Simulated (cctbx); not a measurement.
# What resolution and counting buy: YTmSiPd2

Space group Pnnm (no. 58), a = 7.5690 Å, b = 14.1330 Å, c = 4.1200 Å, α = 90.00°, β = 90.00°, γ = 90.00°.

```csv
atom,mult.,x,y,z,Ueq (Å²)
Tm1,4,0.4548,0.8703,0,0.0030
Pd1,4,0.8145,0.4837,0,0.0033
Pd2,4,0.8176,0.7858,0,0.0053
Y1,4,0.5572,0.6311,0,0.0027
Si1,4,0.8496,0.9664,0,0.0074
```

This is a model crystal, built by substitution and not relaxed, with assumed displacement parameters.

Five simulated data sets (cctbx; Ag Kα, λ = 0.56087 Å; 4 % proportional error) differ in resolution or exposure (noise floor 4 counts in the first three, 8 in the last two). Each is refined with the right model, isotropic at 1.1 Å and anisotropic otherwise. How do the figures of merit and the uncertainties move?

| d min (Å) | top counts | ⟨I/σ⟩ (unmerged, absences included) | unique | param. (scale apart) | Rint | R1 | GooF | largest s.u. xyz (fractional) | s.u. U of Si1 (Å²) | largest error (Å) |
| --- | --- | --- | --- | --- | --- | --- | --- | --- | --- | --- |
| 1.1 | 20000 | 10.7 | 197 | 15 | 0.030 | 0.0193 | 1.22 | 0.00067 | 0.0012 | 0.0025 |
| 0.84 | 20000 | 10.6 | 437 | 30 | 0.034 | 0.0170 | 0.94 | 0.00030 | 0.0011 | 0.0045 |
| 0.6 | 20000 | 9.4 | 1157 | 30 | 0.037 | 0.0188 | 0.93 | 0.00019 | 0.0005 | 0.0006 |
| 0.75 | 300 | 0.8 | 600 | 30 | 0.460 | 0.1101 | 0.93 | 0.00482 | 0.0152 | 0.0325 |
| 0.75 | 3000 | 4.1 | 600 | 30 | 0.092 | 0.0385 | 0.93 | 0.00086 | 0.0029 | 0.0064 |

The number of reflections grows roughly as 1/d³: 197, 437 and 1157 here. R1 follows the noise rather than the truth: at 300 counts it is 0.1101, at 3000 counts 0.0385, while GooF is 0.93 and 0.93: the weights 1/σ² carry the noise. The s.u. of U (U11 where anisotropic) for Si1 goes 0.0012, 0.0011, 0.0005 Å² with resolution and 0.0152, 0.0029 Å² with exposure.

The 1.1 Å row also differs in its displacement model, so it isn't a clean test of resolution.

Hardware for the 0.6 Å refinement: 0.36 s on 1 thread of Intel(R) Xeon(R) CPU @ 2.60GHz (Ice Lake), on a shared host, peak memory 0.09 GiB.

[Logs are printed without paths, hosts, clocks, repeated set-up lines and the standing remarks that a program may print on its own settings, such as how far it seeks lower states.]
